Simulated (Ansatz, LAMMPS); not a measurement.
# Force difference against the spacing of support functions in glassy 21Sc2O3-79SiO2 (mol %) (116 atoms)

Density of this cell: 2.71 g/cm³. The cell holds 116 atoms: 14 Sc, 27 Si and 75 O. Cell: a = 11.664 Å, b = 11.664 Å, c = 11.664 Å, α = 90.0°, β = 90.0°, γ = 90.0°. 116 atoms (14 Sc, 27 Si, 75 O) placed at random at 2.6 g/cm³, melted at 4000 K for 10 ps at fixed volume with the Morse and Coulomb pair potential with partial charges (Pedone, Malavasi, Menziani, Cormack and Segre, J. Phys. Chem. B 110, 11780 (2006)). Quenched from 4000 K to 300 K at 100 K/ps and fixed volume, held 10 ps at zero pressure.

Calculated with Ansatz 0.2.0: Kohn-Sham DFT, PBE, PAW (set soft_2), localised support functions (medium), with the spacing typed; the reference is Kohn-Sham DFT, PBE, PAW (set soft_2), plane waves, cutoff 420 eV, Γ point, fixed occupations, with an r.m.s. force component of 1.35 eV/Å.

| spacing (Å) | r.m.s. force difference (meV/Å) | time |
| --- | --- | --- |
| 0.211 | 0.613 | 85 s |
| 0.238 | ? | ? |
| 0.275 | 6.273 | 65 s |
| 0.33 | 76.68 | 50 s |

**Question.** Fit a power law of the spacing to the rows given and interpolate to the withheld row.

**Working.**

A power law y = A x^b is a line in u = ln x and v = ln y.

```
u = ln x   v = ln y
-1.55590  -0.489390
-1.29098    1.83625
-1.10866    4.33960
```

With n = 3: mean u = -1.31851, mean v = 1.89549, Σ(u − ū)² = 0.10115, Σ(u − ū)(v − v̄) = 1.0774. Slope b = 1.0774 / 0.10115 = 10.652; intercept a = v̄ − b ū = 15.940.

At the withheld row u = -1.435, v = a + b u = 0.6495, and y = exp(v).

Prediction at 0.238: 1.915 meV/Å. The run gave 1.366 meV/Å, so the fit is high by 0.55 meV/Å (40 % of the value).

The fitted exponent is 11. Between neighbouring rows, the withheld one included, the exponents are 6.7, 11 and 14, so one power law doesn't hold over the range. Among the rows given, the largest relative miss of the fit is at 0.275, by 2.7 meV/Å (42 %).

Limits: The difference holds the reference's own basis error, which sets a floor under it.

[Logs are printed without paths, hosts, clocks, repeated set-up lines and the standing remarks that a program may print on its own settings, such as how far it seeks lower states.]

[Hosts, paths, dates, database ids (printed as entryN), source tags and the programs' standing remarks are cut or masked in the printed files.]
